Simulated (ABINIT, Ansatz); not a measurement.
# Titanium (Im-3m): phonons by linear response, part 2 of 4

How does Titanium (Im-3m) vibrate, and is this structure a minimum?

ABINIT 10.8.3; DFT LDA, scalar-relativistic, plane waves, PseudoDojo norm-conserving pseudopotentials.

So far. Step 3 (Relaxation): The volume changes by -10.4 % in this run and stands -10.4 % from the first cell. The relaxed cell has a = 3.164 Å (conventional setting).

This is not the structure that Ti takes at ambient pressure and room temperature (hexagonal, No. 194); it is a model or a phase of other conditions.

## (5) Linear response at Γ

At q = 0 one unit cell holds all displacements. The response is solved for single atoms along the cell's directions, and symmetry skips those that follow from others. The crystal is treated as a metal, which screens a static field, so no field response is asked.

dfpt_gamma.abi reads:

```

# common to the responses
getwfk_filepath "gso_WFK"
kptopt 2
nqpt 1
qpt 0.0 0.0 0.0
asr 0
chneut 0

# displacements
rfphon 1
rfatpol 1 1
rfdir 1 1 1
tolvrs 1.0d-10
prtwf 0

# basis, mesh and filling
ecut 38.0
ngkpt 16 16 16
nshiftk 1
shiftk 0.0 0.0 0.0
istwfk *1
occopt 6
tsmear 0.01
nband 12
nstep 100
diemac 1000000.0
prtebands 0
prtgsr 0
useylm 1

# cell and atoms
acell 5.178505249 5.178505249 5.178505249
rprim 
    0.5773502692 0.5773502692 0.5773502692
    -0.5773502692 0.5773502692 0.5773502692
    -0.5773502692 -0.5773502692 0.5773502692
ntypat 1
znucl 22
natom 1
typat 1
xred 
    0.0 0.0 0.0
pp_dirpath "./pseudo"
pseudos "Ti.upf"
```

Run with:

```
$ OMP_NUM_THREADS=1 mpirun -n 4 abinit dfpt_gamma.abi > dfpt_gamma.log
```

Numbers of over 12 decimals in the logs are rounded to 6 here.

dfpt_gamma.abo, the main output file:

```text
[banners, grids, parts of the stress and lines that vanish by symmetry left out]
- input  file    -> dfpt_gamma.abi
- output file    -> dfpt_gamma.abo
- root for input  files -> dfpt_gammai
- root for output files -> dfpt_gammao

 Symmetries : space group Im -3 m (#229); Bravais cI (body-center cubic)
================================================================================
 Values of the parameters that define the memory need of the present run (RF).
     intxc =       0      iscf =       7    lmnmax =      18     lnmax =       6
     mgfft =      30  mpssoang =       3    mqgrid =    3001     natom =       1
  nloc_mem =       1    nspden =       1   nspinor =       1    nsppol =       1
      nsym =      48    n1xccc =    2501    ntypat =       1    occopt =       6
   xclevel =       1
-    mband =          12        mffmem =           1         mkmem =         513
-   mkqmem =         513        mk1mem =         513           mpw =        1220
      nfft =       27000          nkpt =        2052
- my_mband =          12
================================================================================
================================================================================

--------------------------------------------------------------------------------
------------- Echo of variables that govern the present computation ------------
--------------------------------------------------------------------------------
-
- outvars: echo of selected default values
-   iomode0 =  0 , fftalg0 =312 , wfoptalg0 =  0
-
- outvars: echo of global parameters not present in the input file
-  max_nthreads =    1
-
 -outvars: echo values of preprocessed input variables --------
            acell      5.1785052490E+00  5.1785052490E+00  5.1785052490E+00 Bohr
              amu      4.78800000E+01
              asr           0
           chneut           0
             ecut      3.80000000E+01 Hartree
-          fftalg         312
           istwfk        1    0    0    0    0    0    0    0    1    0
                         0    0    0    0    0    0    0    0    0    0
                         0    0    0    0    0    0    0    0    0    0
                         0    0    0    0    0    0    0    0    0    0
                         0    0    0    0    0    0    0    0    0    0
                       outvar_i_n : Printing only first  50 k-points.
              ixc       -1012
              kpt      0.00000000E+00  0.00000000E+00  0.00000000E+00
                       6.25000000E-02  0.00000000E+00  0.00000000E+00
                       1.25000000E-01  0.00000000E+00  0.00000000E+00
                       1.87500000E-01  0.00000000E+00  0.00000000E+00
                       [...]
                       outvar_i_n : Printing only first  50 k-points.
           kptopt           2
         kptrlatt       16    0    0      0   16    0      0    0   16
          kptrlen      8.28560840E+01
P           mkmem         513
P          mkqmem         513
P          mk1mem         513
            natom           1
            nband          12
           nbdbuf           2
            ngfft          30      30      30
             nkpt        2052
             nqpt           1
            nstep         100
             nsym          48
           ntypat           1
              occ      2.000000  2.000000  2.000000  2.000000  2.000000  2.000000
                       0.000000  0.000000  0.000000  0.000000  0.000000  0.000000
                       2.000000  2.000000  2.000000  2.000000  2.000000  2.000000
                       0.000000  0.000000  0.000000  0.000000  0.000000  0.000000
                       [...]
                       prtocc : prtvol=0, do not print more k-points.
           occopt           6
        optdriver           1
        prtebands           0
           prtgsr           0
           prtpot           1
            prtwf           0
           rfphon           1
            rprim      5.7735026920E-01  5.7735026920E-01  5.7735026920E-01
                      -5.7735026920E-01  5.7735026920E-01  5.7735026920E-01
                      -5.7735026920E-01 -5.7735026920E-01  5.7735026920E-01
          spgroup         229
           symrel      1  0  0   0  1  0   0  0  1      -1  0  0   0 -1  0   0  0 -1
                       0  0  1   1 -1  1   1  0  0       0  0 -1  -1  1 -1  -1  0  0
                      -1  1 -1   0  0 -1   0 -1  0       1 -1  1   0  0  1   0  1  0
                       0 -1  0  -1  0  0  -1  1 -1       0  1  0   1  0  0   1 -1  1
                       [...]
           tolvrs      1.00000000E-10
            typat      1
           useylm           1
              wtk        0.00024    0.00049    0.00049    0.00049    0.00049    0.00049
                         0.00049    0.00049    0.00024    0.00049    0.00049    0.00049
                         0.00049    0.00049    0.00049    0.00049    0.00049    0.00049
                         0.00049    0.00049    0.00049    0.00049    0.00049    0.00049
                       [...]
                       outvars : Printing only first  50 k-points.
            znucl       22.00000

================================================================================

 chkinp: Checking input parameters for consistency.

================================================================================
== DATASET  1 ==================================================================
-   mpi_nproc: 4, omp_nthreads: 1 (-1 if OMP is not activated)

--- !DatasetInfo
iteration_state: {dtset: 1, }
dimensions: {natom: 1, nkpt: 2052, mband: 12, nsppol: 1, nspinor: 1, nspden: 1, mpw: 1220, }
cutoff_energies: {ecut:  38.0, pawecutdg:  -1.0, }
electrons: {nelect:   1.20000000E+01, charge:   0.00000000E+00, occopt:   6.00000000E+00, tsmear:   1.00000000E-02, }
meta: {optdriver: 1, rfphon: 1, }
...

 mkfilename: getwfk from: gso_WFK

 Real(R)+Recip(G) space primitive vectors, cartesian coordinates (Bohr,Bohr^-1):
 R(1)=  2.9898114  2.9898114  2.9898114  G(1)=  0.1672346  0.0000000  0.1672346
 R(2)= -2.9898114  2.9898114  2.9898114  G(2)= -0.1672346  0.1672346  0.0000000
 R(3)= -2.9898114 -2.9898114  2.9898114  G(3)=  0.0000000 -0.1672346  0.1672346
 Unit cell volume ucvol=  1.0690336E+02 bohr^3
 Angles (23,13,12)=  7.05287794E+01  1.09471221E+02  7.05287794E+01 degrees
 setup1 : take into account q-point for computing boxcut.

 getcut: wavevector=  0.0000  0.0000  0.0000  ngfft=  30  30  30
         ecut(hartree)=     38.000   => boxcut(ratio)=   2.08766

--- Pseudopotential description ------------------------------------------------
- pspini: atom type   1  psp file is ./pseudo/Ti.upf

   1.78123585E+02                                ecore*ucvol(ha*bohr**3)
--------------------------------------------------------------------------------

 ==>  initialize data related to q vector <==

 The list of irreducible perturbations for this q vector is:
    1)    idir= 1    ipert=   1

================================================================================

 The perturbation idir=   2  ipert=   1 is
 symmetric of a previously calculated perturbation.
 So, its SCF calculation is not needed.

 The perturbation idir=   3  ipert=   1 is
 symmetric of a previously calculated perturbation.
 So, its SCF calculation is not needed.

--------------------------------------------------------------------------------
 Perturbation wavevector (in red.coord.)   0.000000  0.000000  0.000000
 Perturbation : displacement of atom   1   along direction   1
 Found     6 symmetries that leave the perturbation invariant.
 symkpt : the number of k-points, thanks to the symmetries,
 is reduced to   417 .

--------------------------------------------------------------------------------

--------------------------------------------------------------------------------

 dfpt_looppert : total number of electrons, from k and k+q
  fully or partially occupied states are    1.200000E+01 and    1.200000E+01.
 Initialisation of the first-order wave-functions :
  ireadwf=   0

--- !BeginCycle
iteration_state: {dtset: 1, }
solver: {iscf: 7, nstep: 100, nline: 4, wfoptalg: 0, }
tolerances: {tolvrs: 1.00E-10, }
...

     iter   2DEtotal(Ha)        deltaE(Ha) residm    vres2
-ETOT  1  0.907091     -2.562E+03 2.401E+01 1.781E+02
 ETOT  2  4.09740736399300E-03 -9.030E-01 1.977E-01 7.478E+00
 ETOT  3  4.79602980199445E-04 -3.618E-03 1.050E-02 2.789E-01
 ETOT  4  2.05942892485211E-04 -2.737E-04 1.627E-03 2.050E-03
 ETOT  5  2.05308283916850E-04 -6.346E-07 2.391E-04 3.427E-06
 ETOT  6  2.05307112487674E-04 -1.171E-09 1.619E-05 1.145E-07
 ETOT  7  2.05307045639813E-04 -6.685E-11 6.602E-06 2.086E-08
 ETOT  8  2.05307039728098E-04 -5.912E-12 9.499E-07 3.742E-11

 At SCF step    8       vres2   =  3.74E-11 < tolvrs=  1.00E-10 =>converged.
================================================================================

 ----iterations are completed or convergence reached----

 Mean square residual over all n,k,spin=   37.353E-11; max=  94.991E-08

 Thirteen components of 2nd-order total energy (hartree) are
 1,2,3: 0th-order hamiltonian combined with 1st-order wavefunctions
     kin0=   2.01867348E+03 eigvalue=   8.43561337E+01  local=  -1.13698990E+03
 4,5,6: 1st-order hamiltonian combined with 1st and 0th-order wfs
 loc psp =  -2.48782840E+03  Hartree=   6.08101909E+02     xc=  -1.28959574E+02
 note that "loc psp" includes a xc core correction that could be resolved
 7,8,9: eventually, occupation + non-local contributions
    edocc=   3.44449161E+02     enl0=   7.73039804E+02   enl1=  -2.63751363E+03
 1-9 gives the relaxation energy (to be shifted if some occ is /=2.0)
   erelax=  -2.56267102E+03
 10,11,12 Non-relaxation  contributions : frozen-wavefunctions and Ewald
 fr.local=   1.25498412E+03 fr.nonlo=   1.31875660E+03  Ewald=   0.00000000E+00
 13,14 Frozen wf xc core corrections (1) and (2)
 frxc 1  =  -5.03028182E+01  frxc 2 =   3.92333274E+01
 Resulting in :
 2DEtotal=    0.2053070402E-03 Ha. Also 2DEtotal=    0.558668916943E-02 eV
    (2DErelax=   -2.5626710197E+03 Ha. 2DEnonrelax=    2.5626712250E+03 Ha)
    (  non-var. 2DEtotal :    2.0846529873E-04 Ha)

================================================================================

 ---- first-order wavefunction calculations are completed ----

 ==> Compute Derivative Database <==

  2nd-order matrix (non-cartesian coordinates, masses not included,
   asr not included )
     j1       j2             matrix element
  dir pert dir pert     real part     imaginary part

   1    1   1    1         0.0002084678         0.0000000000
   1    1   2    1         0.0000694893         0.0000000000
   1    1   3    1        -0.0000694893         0.0000000000
   1    1   2    3         0.0000000000         0.0000000000
   1    1   3    3         0.0000000000         0.0000000000

   2    1   1    1         0.0000694893         0.0000000000
   2    1   2    1         0.0002084678         0.0000000000
   2    1   3    1         0.0000694893         0.0000000000
   2    1   1    3         0.0000000000         0.0000000000
   2    1   3    3         0.0000000000         0.0000000000

   3    1   1    1        -0.0000694893         0.0000000000
   3    1   2    1         0.0000694893         0.0000000000
   3    1   3    1         0.0002084678         0.0000000000
   3    1   1    3         0.0000000000         0.0000000000
   3    1   2    3         0.0000000000         0.0000000000

   1    3   2    1         0.0000000000         0.0000000000
   1    3   3    1         0.0000000000         0.0000000000

   2    3   1    1         0.0000000000         0.0000000000
   2    3   3    1         0.0000000000         0.0000000000

   3    3   1    1         0.0000000000         0.0000000000
   3    3   2    1         0.0000000000         0.0000000000

  Dynamical matrix, in cartesian coordinates,
   if specified in the inputs, asr has been imposed
     j1       j2             matrix element
  dir pert dir pert     real part    imaginary part

   1    1   1    1         0.0000077737         0.0000000000
   1    1   2    1        -0.0000000000         0.0000000000
   1    1   3    1         0.0000000000         0.0000000000

   2    1   1    1        -0.0000000000         0.0000000000
   2    1   2    1         0.0000077737         0.0000000000
   2    1   3    1        -0.0000000000         0.0000000000

   3    1   1    1         0.0000000000         0.0000000000
   3    1   2    1        -0.0000000000         0.0000000000
   3    1   3    1         0.0000077737         0.0000000000

  Phonon wavevector (reduced coordinates) :  0.00000  0.00000  0.00000
 Phonon energies in Hartree :
   9.437522E-06  9.437522E-06  9.437523E-06
 Phonon frequencies in cm-1    :
-  2.071297E+00  2.071297E+00  2.071297E+00

== END DATASET(S) ==============================================================
================================================================================

 -outvars: echo values of variables after computation
            acell      5.1785052490E+00  5.1785052490E+00  5.1785052490E+00 Bohr
           etotal      2.0530703973E-04
            fcart      0.0000000000E+00  0.0000000000E+00  0.0000000000E+00
           strten      0.0000000000E+00  0.0000000000E+00  0.0000000000E+00
================================================================================
```

The job ended after 43 s (4 MPI ranks of Arm Neoverse V1, shared host).

With one atom there are acoustic modes alone, which should vanish; they come out at 2.07 cm⁻¹ in size, the error that the sum rule removes later.

## (6) Zone-centre analysis

anaddb reads the merged derivatives and imposes the acoustic sum rule.

anaddb.abi reads:

```
ddb_filepath "gamma_DDB"
output_file "anaddb.abo"
outdata_prefix "anaddb"
asr 1
chneut 1
enunit 2
eivec 1
nph1l 1
qph1l 0.0 0.0 0.0 1.0
```

mrgddb.in reads:

```
gamma_DDB
merged
2
dfpt_gammao_DDB
gso_DDB
```

Run with:

```
$ mrgddb < mrgddb.in > mrgddb.log
$ OMP_NUM_THREADS=1 anaddb anaddb.abi > anaddb.log
```

anaddb.abo, the main output file:

```text
-outvars_anaddb: echo values of input variables ----------------------

 Miscellaneous information :
      enunit         2
       eivec         1
         asr         1
 First list of wavevector (reduced coord.) :
       nph1l         1
       qph1l
                     0.00000000E+00  0.00000000E+00  0.00000000E+00    1.000E+00

================================================================================

 read the DDB information and perform some checks

  ==== Info on the Cryst% object ====
 Real(R)+Recip(G) space primitive vectors, cartesian coordinates (Bohr,Bohr^-1):
 R(1)=  2.9898114  2.9898114  2.9898114  G(1)=  0.1672346  0.0000000  0.1672346
 R(2)= -2.9898114  2.9898114  2.9898114  G(2)= -0.1672346  0.1672346  0.0000000
 R(3)= -2.9898114 -2.9898114  2.9898114  G(3)=  0.0000000 -0.1672346  0.1672346
 Unit cell volume ucvol=  1.0690336E+02 bohr^3
 Angles (23,13,12)=  7.05287794E+01  1.09471221E+02  7.05287794E+01 degrees
 Time-reversal symmetry is present
 Reduced atomic positions [iatom, xred, symbol]:
    1)    0.0000000  0.0000000  0.0000000  Ti

 DDB file with 3 blocks has been read.

================================================================================

 Treat the first list of vectors

  Phonon wavevector (reduced coordinates) :  0.00000  0.00000  0.00000
 Phonon energies in Hartree :
   0.000000E+00  0.000000E+00  0.000000E+00
 Phonon energies in meV     :
-  0.000000E+00  0.000000E+00  0.000000E+00
 Phonon frequencies in cm-1    :
-  0.000000E+00  0.000000E+00  0.000000E+00
 Phonon frequencies in Thz     :
-  0.000000E+00  0.000000E+00  0.000000E+00
 Phonon energies in Kelvin  :
-  0.000000E+00  0.000000E+00  0.000000E+00

 Eigendisplacements
 (will be given, for each mode : in cartesian coordinates
   for each atom the real part of the displacement vector,
   then the imaginary part of the displacement vector - absolute values smaller than 1.0d-7 are set to zero)
  Mode number    1   Energy    0.000000E+00
 Attention : low frequency mode.
   (Could be unstable or acoustic mode)
-  1  0.00000000E+00  0.00000000E+00  3.38487689E-03
-     0.00000000E+00  0.00000000E+00  0.00000000E+00
  Mode number    2   Energy    0.000000E+00
 Attention : low frequency mode.
   (Could be unstable or acoustic mode)
-  1  0.00000000E+00  3.38487689E-03  0.00000000E+00
-     0.00000000E+00  0.00000000E+00  0.00000000E+00
  Mode number    3   Energy    0.000000E+00
 Attention : low frequency mode.
   (Could be unstable or acoustic mode)
-  1  3.38487689E-03  0.00000000E+00  0.00000000E+00
-     0.00000000E+00  0.00000000E+00  0.00000000E+00

 Analysis of degeneracies and characters (maximum tolerance=1.00E-06 a.u.)
 For each vibration mode, or group of modes if degenerate,
 the characters are given for each symmetry operation (see the list in the log file).
 Symmetry characters of vibration mode #   1
       degenerate with vibration modes #   2 to    3
  3.0 -3.0 -1.0  1.0 -1.0  1.0 -1.0  1.0  1.0 -1.0 -1.0  1.0  1.0 -1.0 -1.0  1.0
  0.0 -0.0  0.0 -0.0  0.0 -0.0 -0.0  0.0  1.0 -1.0 -1.0  1.0 -1.0  1.0  1.0 -1.0
 -0.0  0.0  0.0 -0.0 -0.0  0.0 -0.0  0.0  1.0 -1.0  1.0 -1.0 -1.0  1.0 -1.0  1.0
-
```

Wall time 0.56 s (1 thread).

Zone-centre frequencies as printed; negative means imaginary. Modes:

| mode | frequency (cm⁻¹) |
| --- | --- |
| 1 | 0 |
| 2 | 0 |
| 3 | 0 |

## (7) Sum rules set otherwise (asr 0)

Without the rule the raw error of the acoustic modes shows.

anaddb.abi, as its differences from that of step 6:

```diff
@@ -3,4 +3,4 @@
 outdata_prefix "anaddb"
-asr 1
-chneut 1
+asr 0
+chneut 0
 enunit 2
```

mrgddb.in is that of step 6.

anaddb.abo, the main output file:

```text
-outvars_anaddb: echo values of input variables ----------------------

 Miscellaneous information :
      enunit         2
       eivec         1
      chneut         0
 First list of wavevector (reduced coord.) :
       nph1l         1
       qph1l
                     0.00000000E+00  0.00000000E+00  0.00000000E+00    1.000E+00

================================================================================

 read the DDB information and perform some checks

  ==== Info on the Cryst% object ====
 Real(R)+Recip(G) space primitive vectors, cartesian coordinates (Bohr,Bohr^-1):
 R(1)=  2.9898114  2.9898114  2.9898114  G(1)=  0.1672346  0.0000000  0.1672346
 R(2)= -2.9898114  2.9898114  2.9898114  G(2)= -0.1672346  0.1672346  0.0000000
 R(3)= -2.9898114 -2.9898114  2.9898114  G(3)=  0.0000000 -0.1672346  0.1672346
 Unit cell volume ucvol=  1.0690336E+02 bohr^3
 Angles (23,13,12)=  7.05287794E+01  1.09471221E+02  7.05287794E+01 degrees
 Time-reversal symmetry is present
 Reduced atomic positions [iatom, xred, symbol]:
    1)    0.0000000  0.0000000  0.0000000  Ti

 DDB file with 3 blocks has been read.

================================================================================

 Treat the first list of vectors

  Phonon wavevector (reduced coordinates) :  0.00000  0.00000  0.00000
 Phonon energies in Hartree :
   9.437522E-06  9.437522E-06  9.437523E-06
 Phonon energies in meV     :
-  2.568081E-01  2.568081E-01  2.568081E-01
 Phonon frequencies in cm-1    :
-  2.071297E+00  2.071297E+00  2.071297E+00
 Phonon frequencies in Thz     :
-  6.209591E-02  6.209591E-02  6.209592E-02
 Phonon energies in Kelvin  :
-  2.980134E+00  2.980134E+00  2.980134E+00

 Eigendisplacements
 (will be given, for each mode : in cartesian coordinates
   for each atom the real part of the displacement vector,
   then the imaginary part of the displacement vector - absolute values smaller than 1.0d-7 are set to zero)
  Mode number    1   Energy    9.437522E-06
 Attention : low frequency mode.
   (Could be unstable or acoustic mode)
-  1  0.00000000E+00  0.00000000E+00  3.38487689E-03
-     0.00000000E+00  0.00000000E+00  0.00000000E+00
  Mode number    2   Energy    9.437522E-06
 Attention : low frequency mode.
   (Could be unstable or acoustic mode)
-  1  0.00000000E+00  3.38487689E-03  0.00000000E+00
-     0.00000000E+00  0.00000000E+00  0.00000000E+00
  Mode number    3   Energy    9.437523E-06
 Attention : low frequency mode.
   (Could be unstable or acoustic mode)
-  1  3.38487689E-03  0.00000000E+00  0.00000000E+00
-     0.00000000E+00  0.00000000E+00  0.00000000E+00

 Analysis of degeneracies and characters (maximum tolerance=1.00E-06 a.u.)
 For each vibration mode, or group of modes if degenerate,
 the characters are given for each symmetry operation (see the list in the log file).
 Symmetry characters of vibration mode #   1
       degenerate with vibration modes #   2 to    3
  3.0 -3.0 -1.0  1.0 -1.0  1.0 -1.0  1.0  1.0 -1.0 -1.0  1.0  1.0 -1.0 -1.0  1.0
  0.0 -0.0 -0.0  0.0 -0.0  0.0  0.0 -0.0  1.0 -1.0 -1.0  1.0 -1.0  1.0  1.0 -1.0
 -0.0  0.0  0.0 -0.0 -0.0  0.0  0.0 -0.0  1.0 -1.0  1.0 -1.0 -1.0  1.0 -1.0  1.0
-
```

It took 0.5 s on 1 thread.

Numbers from this step:

| Item | Value |
| --- | --- |
| largest acoustic frequency at the zone centre before the sum rule | 2.07 cm⁻¹ |

Zone-centre frequencies as printed; negative means imaginary. Modes:

| mode | frequency (cm⁻¹) |
| --- | --- |
| 1 | 2.07 |
| 2 | 2.07 |
| 3 | 2.07 |

[end of part 2 of 4]

[Host names and launcher messages were left out of these logs when they were recorded.]

[Logs are printed without paths, hosts, clocks, repeated set-up lines and the standing remarks that a program may print on its own settings, such as how far it seeks lower states.]

[Hosts, paths, dates, database ids (printed as entryN), source tags and the programs' standing remarks are cut or masked in the printed files.]
